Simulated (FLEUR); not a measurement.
# Collinear magnetic orders of Fe3Ge with FLEUR

Aim: find out whether Fe3Ge carries moments, and which collinear order costs least.

Calculated with FLEUR MaX-R8.1; PBEsol; all-electron FLAPW, Dirac cores, scalar-relativistic bands.

Most raw output is cut from this account.

**1. The structure**

The structure is cubic, space group Pm-3m (No. 221). Conventional cell: a = 3.661 Å, b = 3.661 Å, c = 3.661 Å, α = 90.00°, β = 90.00°, γ = 90.00°. Nearest to Fe lie 4 Ge at 2.59 Å and 8 Fe at 2.59 Å. Ge has 12 Fe at 2.59 Å nearest. Farther neighbours are not listed.

As a file:

```cif
data_structure
_symmetry_space_group_name_H-M 'Pm-3m'
_symmetry_Int_Tables_number 221
_cell_length_a 3.6605
_cell_length_b 3.6605
_cell_length_c 3.6605
_cell_angle_alpha 90.000
_cell_angle_beta 90.000
_cell_angle_gamma 90.000
_cell_volume 49.05
loop_
_atom_site_label
_atom_site_type_symbol
_atom_site_symmetry_multiplicity
_atom_site_Wyckoff_symbol
_atom_site_fract_x
_atom_site_fract_y
_atom_site_fract_z
_atom_site_occupancy
Fe1 Fe 3 c 0.00000 0.50000 0.50000 1
Ge1 Ge 1 a 0.00000 0.00000 0.00000 1
```

The cell comes from a database of computed structures and need not be the stable phase.

**2. Order 1, typed as ferro +++**

The parallel start comes first: it shows whether parallel moments hold.

inpgen writes inp.xml from crystal.txt; cutoffs, mixing, functional, smearing and local orbitals are then set in the file. The k list default-1 (kpts.xml, not shown) is a Γ-centred 8×8×8 mesh; where the ranks do not divide the number of points, some are split in two of half the weight.

Contents of inp.xml:

```
<?xml version="1.0" encoding="UTF-8" standalone="no"?>
<fleurInput fleurInputVersion="0.39">
   <comment>
      Fe3Ge
   </comment>
   <calculationSetup>
      <cutoffs Kmax="3.6" Gmax="10.8" GmaxXC="10.8" numbands="0"/>
      <scfLoop itmax="90" minDistance="0.00002" maxIterBroyd="15" imix="Anderson" alpha="0.05" precondParam="0.0" spinf="2.0" sdNocoIR="T"/>
      <coreElectrons ctail="T" frcor="F" kcrel="0" coretail_lmax="0"/>
      <xcFunctional name="PBEs" relativisticCorrections="F"/>
      <magnetism jspins="2"/>
      <soc l_soc="F" theta="0.0" phi="0.0" spav="F"/>
      <expertModes spex="0" secvar="F"/>
      <geometryOptimization l_f="F" forcealpha="1.0" forcemix="BFGS" epsdisp="0.00001" epsforce="0.00001"/>
      <ldaU l_linMix="F" mixParam="0.05" spinf="1.0"/>
   </calculationSetup>
   <cell>
      <bzIntegration valenceElectrons="62.0" mode="hist" fermiSmearingEnergy="0.00183747">
         <kPointListSelection listName="default-1"/>
         <xi:include xmlns:xi="http://www.w3.org/2001/XInclude" href="kpts.xml"> </xi:include>
      </bzIntegration>
      <xi:include xmlns:xi="http://www.w3.org/2001/XInclude" href="sym.xml"> </xi:include>
      <bulkLattice scale="1.0">
         <bravaisMatrix>
            <row-1>    6.9173434617558840     0.0000000000000000     0.0000000000000000</row-1>
            <row-2>    0.0000000000000000     6.9173434617558840     0.0000000000000000</row-2>
            <row-3>    0.0000000000000000     0.0000000000000000     6.9173434617558840</row-3>
         </bravaisMatrix>
      </bulkLattice>
   </cell>
   <atomSpecies>
      <species name="Iron (Fe) 2.800" element="Fe" atomicNumber="26">
         <mtSphere radius="2.38" gridPoints="787" logIncrement="0.016"/>
         <atomicCutoffs lmax="8" lnonsphr="6"/>
         <electronConfig flipSpins="F">
            <coreConfig>(1s1/2) (2s1/2) (2p1/2) (2p3/2)</coreConfig>
            <valenceConfig>(3s1/2) (3p1/2) (3p3/2) (4s1/2) (3d3/2) (3d5/2)</valenceConfig>
            <stateOccupation state="(3d3/2)" spinUp="1.4" spinDown="1.0"/>
            <stateOccupation state="(3d5/2)" spinUp="3.0" spinDown="0.6"/>
         </electronConfig>
         <energyParameters s="4" p="4" d="3" f="4"/>
         <lo type="SCLO" l="0" n="3" eDeriv="0"/>
         <lo type="SCLO" l="1" n="3" eDeriv="0"/>
      </species>
      <species name="Germanium (Ge)" element="Ge" atomicNumber="32">
         <mtSphere radius="2.38" gridPoints="787" logIncrement="0.016"/>
         <atomicCutoffs lmax="8" lnonsphr="6"/>
         <electronConfig flipSpins="F">
            <coreConfig>(1s1/2) (2s1/2) (2p1/2) (2p3/2) (3s1/2) (3p1/2) (3p3/2)</coreConfig>
            <valenceConfig>(4s1/2) (3d3/2) (3d5/2) (4p1/2) (4p3/2)</valenceConfig>
            <stateOccupation state="(4p1/2)" spinUp="0.333333" spinDown="0.333333"/>
            <stateOccupation state="(4p3/2)" spinUp="0.666667" spinDown="0.666667"/>
         </electronConfig>
         <energyParameters s="4" p="4" d="3" f="4"/>
      </species>
   </atomSpecies>
   <atomGroups>
      <atomGroup species="Iron (Fe) 2.800">
         <relPos label="                   1">.0000000000 1.000/2.000 1.000/2.000</relPos>
         <relPos label="                   2">1.000/2.000 1.000/2.000 .0000000000</relPos>
         <relPos label="                   3">1.000/2.000 .0000000000 1.000/2.000</relPos>
         <force calculate="T" relaxXYZ="TTT"/>
      </atomGroup>
      <atomGroup species="Germanium (Ge)">
         <relPos label="                   4">.0000000000 .0000000000 .0000000000</relPos>
         <force calculate="T" relaxXYZ="TTT"/>
      </atomGroup>
   </atomGroups>
   <output dos="F" band="F" slice="F">
      <bandDOS minEnergy="-.5*Htr" maxEnergy="0.5*Htr" sigma="0.015" storeEVData="T"/>
      <plotting iplot="0" polar="F">
         <plot TwoD="T" vec1="  1.0  0.0  0.0" vec2="  0.0  1.0  0.0" vec3="  0.0  0.0  1.0" zero="  0.0  0.0  0.0" file="plot"/>
      </plotting>
      <moessbauerParams electricFieldGradient="F" isomerShift="F" coreHyperfine="F" valenceHyperfine="F"/>
   </output>
</fleurInput>
```

Contents of crystal.txt:

```
Fe3Ge
&input film=F cartesian=F /
3.66050052000  0.00000000000  0.00000000000
0.00000000000  3.66050052000  0.00000000000
0.00000000000  0.00000000000  3.66050052000
1.8897261246
1.0 1.0 1.0

4
26 0.00000000000  0.50000000000  0.50000000000 : 2.800
26 0.50000000000  0.50000000000  0.00000000000 : 2.800
26 0.50000000000  0.00000000000  0.50000000000 : 2.800
32 0.00000000000  0.00000000000  0.00000000000

&kpt div1=8 div2=8 div3=8 gamma=T /
```

Run with:

```bash
$ OMP_NUM_THREADS=1 inpgen -f crystal.txt > inpgen.log  # inp.xml is then edited as shown
$ OMP_NUM_THREADS=1 mpirun -n 4 fleur_MPI > fleur.log
```

Wall time 19 s (4 MPI ranks of AMD EPYC 9R14 (Zen 4), shared host); peak memory 0.24 GiB; 74 s of CPU time.

Spin moment in the muffin-tin sphere by atom:

```tsv
atom	spin moment in the muffin-tin sphere (μB)
Fe1	2.25
Fe2	2.25
Fe3	2.25
Ge4	-0.13
```

This step gave:

| Quantity | Value |
| --- | --- |
| free energy | -160887.1069 eV |
| program's band gap on this mesh (in a metal only a level spacing) | 0.02034 eV |
| magnetization | 6.545 μB |
| final state | ferromagnetic, with opposed induced moments |

After 23 cycles the largest moment stands at 2.25 μB.

**3. Order 2, typed as antiferro q=(0,1/2,1/2) +-+-+-**

Reversing part of the moments tests the sign of the couplings between them.

This order needs a doubled cell of 8 atoms. The mesh is halved along the doubled vector, so that both cells sample the same points. The k list default-1 (kpts.xml, not shown) is a Γ-centred 8×4×8 mesh.

inp.xml, as its differences from that of step 2:

```diff
@@ -17,3 +17,3 @@
    <cell>
-      <bzIntegration valenceElectrons="62.0" mode="hist" fermiSmearingEnergy="0.00183747">
+      <bzIntegration valenceElectrons="124.0" mode="hist" fermiSmearingEnergy="0.00183747">
          <kPointListSelection listName="default-1"/>
@@ -25,4 +25,4 @@
             <row-1>    6.9173434617558840     0.0000000000000000     0.0000000000000000</row-1>
-            <row-2>    0.0000000000000000     6.9173434617558840     0.0000000000000000</row-2>
-            <row-3>    0.0000000000000000     0.0000000000000000     6.9173434617558840</row-3>
+            <row-2>    0.0000000000000000    13.8346869235117680     0.0000000000000000</row-2>
+            <row-3>    0.0000000000000000     6.9173434617558840     6.9173434617558840</row-3>
          </bravaisMatrix>
@@ -39,2 +39,15 @@
             <stateOccupation state="(3d5/2)" spinUp="3.0" spinDown="0.6"/>
+         </electronConfig>
+         <energyParameters s="4" p="4" d="3" f="4"/>
+         <lo type="SCLO" l="0" n="3" eDeriv="0"/>
+         <lo type="SCLO" l="1" n="3" eDeriv="0"/>
+      </species>
+      <species name="Iron (Fe) -2.800" element="Fe" atomicNumber="26">
+         <mtSphere radius="2.38" gridPoints="787" logIncrement="0.016"/>
+         <atomicCutoffs lmax="8" lnonsphr="6"/>
+         <electronConfig flipSpins="F">
+            <coreConfig>(1s1/2) (2s1/2) (2p1/2) (2p3/2)</coreConfig>
+            <valenceConfig>(3s1/2) (3p1/2) (3p3/2) (4s1/2) (3d3/2) (3d5/2)</valenceConfig>
+            <stateOccupation state="(3d3/2)" spinUp="1.0" spinDown="1.4"/>
+            <stateOccupation state="(3d5/2)" spinUp="0.6" spinDown="3.0"/>
          </electronConfig>
@@ -58,5 +71,23 @@
       <atomGroup species="Iron (Fe) 2.800">
-         <relPos label="                   1">.0000000000 1.000/2.000 1.000/2.000</relPos>
-         <relPos label="                   2">1.000/2.000 1.000/2.000 .0000000000</relPos>
-         <relPos label="                   3">1.000/2.000 .0000000000 1.000/2.000</relPos>
+         <relPos label="                   1">.0000000000 .0000000000 1.000/2.000</relPos>
+         <force calculate="T" relaxXYZ="TTT"/>
+      </atomGroup>
+      <atomGroup species="Iron (Fe) -2.800">
+         <relPos label="                   2">.0000000000 1.000/2.000 1.000/2.000</relPos>
+         <force calculate="T" relaxXYZ="TTT"/>
+      </atomGroup>
+      <atomGroup species="Iron (Fe) 2.800">
+         <relPos label="                   3">1.000/2.000 1.000/4.000 .0000000000</relPos>
+         <force calculate="T" relaxXYZ="TTT"/>
+      </atomGroup>
+      <atomGroup species="Iron (Fe) -2.800">
+         <relPos label="                   4">1.000/2.000 -1.000/4.000 .0000000000</relPos>
+         <force calculate="T" relaxXYZ="TTT"/>
+      </atomGroup>
+      <atomGroup species="Iron (Fe) 2.800">
+         <relPos label="                   5">1.000/2.000 -1.000/4.000 1.000/2.000</relPos>
+         <force calculate="T" relaxXYZ="TTT"/>
+      </atomGroup>
+      <atomGroup species="Iron (Fe) -2.800">
+         <relPos label="                   6">1.000/2.000 1.000/4.000 1.000/2.000</relPos>
          <force calculate="T" relaxXYZ="TTT"/>
@@ -64,3 +95,7 @@
       <atomGroup species="Germanium (Ge)">
-         <relPos label="                   4">.0000000000 .0000000000 .0000000000</relPos>
+         <relPos label="                   7">.0000000000 .0000000000 .0000000000</relPos>
+         <force calculate="T" relaxXYZ="TTT"/>
+      </atomGroup>
+      <atomGroup species="Germanium (Ge)">
+         <relPos label="                   8">.0000000000 1.000/2.000 .0000000000</relPos>
          <force calculate="T" relaxXYZ="TTT"/>
```

Contents of crystal.txt:

```
Fe3Ge
&input film=F cartesian=F /
3.66050052000  0.00000000000  0.00000000000
0.00000000000  7.32100104000  0.00000000000
0.00000000000  3.66050052000  3.66050052000
1.8897261246
1.0 1.0 1.0

8
26 0.00000000000  0.00000000000  0.50000000000 : 2.800
26 0.00000000000  0.50000000000  0.50000000000 : -2.800
26 0.50000000000  0.25000000000  0.00000000000 : 2.800
26 0.50000000000  0.75000000000  0.00000000000 : -2.800
26 0.50000000000  0.75000000000  0.50000000000 : 2.800
26 0.50000000000  0.25000000000  0.50000000000 : -2.800
32 0.00000000000  0.00000000000  0.00000000000
32 0.00000000000  0.50000000000  0.00000000000

&kpt div1=8 div2=4 div3=8 gamma=T /
```

Run time: 7.5 min. Hardware: 4 MPI ranks; peak memory 0.86 GiB; 30 min of CPU time.

Spin moment in the muffin-tin sphere by atom:

```tsv
atom	spin moment in the muffin-tin sphere (μB)
Fe1	2.17
Fe2	-2.17
Fe3	2.08
Fe4	-2.08
Fe5	2.08
Fe6	-2.08
Ge7	0.00
Ge8	0.00
```

This step gave:

| Item | Value |
| --- | --- |
| free energy | -321773.3859 eV |
| program's band gap on this mesh (in a metal only a level spacing) | 3.90e-9 eV |
| magnetization | 0 μB |
| final state | antiferromagnetic |

It lies 138 meV a seeded atom over the first start, and its largest moment is 2.17 μB against 2.25 μB.

**4. Order 3, typed as antiferro q=(0,0,1/2) +-+--+**

An opposed order shows whether neighbours prefer unlike signs.

This order needs a doubled cell of 8 atoms. The mesh is halved along the doubled vector, so that both cells sample the same points. The k list default-1 (kpts.xml, not shown) is a Γ-centred 8×8×4 mesh.

inp.xml, as its differences from that of step 3:

```diff
@@ -25,4 +25,4 @@
             <row-1>    6.9173434617558840     0.0000000000000000     0.0000000000000000</row-1>
-            <row-2>    0.0000000000000000    13.8346869235117680     0.0000000000000000</row-2>
-            <row-3>    0.0000000000000000     6.9173434617558840     6.9173434617558840</row-3>
+            <row-2>    0.0000000000000000     6.9173434617558840     0.0000000000000000</row-2>
+            <row-3>    0.0000000000000000     0.0000000000000000    13.8346869235117680</row-3>
          </bravaisMatrix>
@@ -71,3 +71,4 @@
       <atomGroup species="Iron (Fe) 2.800">
-         <relPos label="                   1">.0000000000 .0000000000 1.000/2.000</relPos>
+         <relPos label="                   1">.0000000000 1.000/2.000 1.000/4.000</relPos>
+         <relPos label="                   6">1.000/2.000 .0000000000 -1.000/4.000</relPos>
          <force calculate="T" relaxXYZ="TTT"/>
@@ -75,3 +76,4 @@
       <atomGroup species="Iron (Fe) -2.800">
-         <relPos label="                   2">.0000000000 1.000/2.000 1.000/2.000</relPos>
+         <relPos label="                   2">.0000000000 1.000/2.000 -1.000/4.000</relPos>
+         <relPos label="                   5">1.000/2.000 .0000000000 1.000/4.000</relPos>
          <force calculate="T" relaxXYZ="TTT"/>
@@ -79,3 +81,3 @@
       <atomGroup species="Iron (Fe) 2.800">
-         <relPos label="                   3">1.000/2.000 1.000/4.000 .0000000000</relPos>
+         <relPos label="                   3">1.000/2.000 1.000/2.000 .0000000000</relPos>
          <force calculate="T" relaxXYZ="TTT"/>
@@ -83,11 +85,3 @@
       <atomGroup species="Iron (Fe) -2.800">
-         <relPos label="                   4">1.000/2.000 -1.000/4.000 .0000000000</relPos>
-         <force calculate="T" relaxXYZ="TTT"/>
-      </atomGroup>
-      <atomGroup species="Iron (Fe) 2.800">
-         <relPos label="                   5">1.000/2.000 -1.000/4.000 1.000/2.000</relPos>
-         <force calculate="T" relaxXYZ="TTT"/>
-      </atomGroup>
-      <atomGroup species="Iron (Fe) -2.800">
-         <relPos label="                   6">1.000/2.000 1.000/4.000 1.000/2.000</relPos>
+         <relPos label="                   4">1.000/2.000 1.000/2.000 1.000/2.000</relPos>
          <force calculate="T" relaxXYZ="TTT"/>
@@ -99,3 +93,3 @@
       <atomGroup species="Germanium (Ge)">
-         <relPos label="                   8">.0000000000 1.000/2.000 .0000000000</relPos>
+         <relPos label="                   8">.0000000000 .0000000000 1.000/2.000</relPos>
          <force calculate="T" relaxXYZ="TTT"/>
```

Contents of crystal.txt:

```
Fe3Ge
&input film=F cartesian=F /
3.66050052000  0.00000000000  0.00000000000
0.00000000000  3.66050052000  0.00000000000
0.00000000000  0.00000000000  7.32100104000
1.8897261246
1.0 1.0 1.0

8
26 0.00000000000  0.50000000000  0.25000000000 : 2.800
26 0.00000000000  0.50000000000  0.75000000000 : -2.800
26 0.50000000000  0.50000000000  0.00000000000 : 2.800
26 0.50000000000  0.50000000000  0.50000000000 : -2.800
26 0.50000000000  0.00000000000  0.25000000000 : -2.800
26 0.50000000000  0.00000000000  0.75000000000 : 2.800
32 0.00000000000  0.00000000000  0.00000000000
32 0.00000000000  0.00000000000  0.50000000000

&kpt div1=8 div2=8 div3=4 gamma=T /
```

The job ended after 3 min (4 MPI ranks; peak memory 0.51 GiB; 12 min of CPU time).

(Continued in part 2 of 2.)

[Logs and program files are shortened in this print: banners, set-up blocks, solver, clock and traceback lines can be left out without a mark of their own.]

[Logs are printed without paths, hosts, clocks, repeated set-up lines and the standing remarks that a program may print on its own settings, such as how far it seeks lower states.]

[Hosts, paths, dates, database ids (printed as entryN), source tags and the programs' standing remarks are cut or masked in the printed files.]

[Where a cell is said to come from a database of computed structures, the database is the Materials Project.]
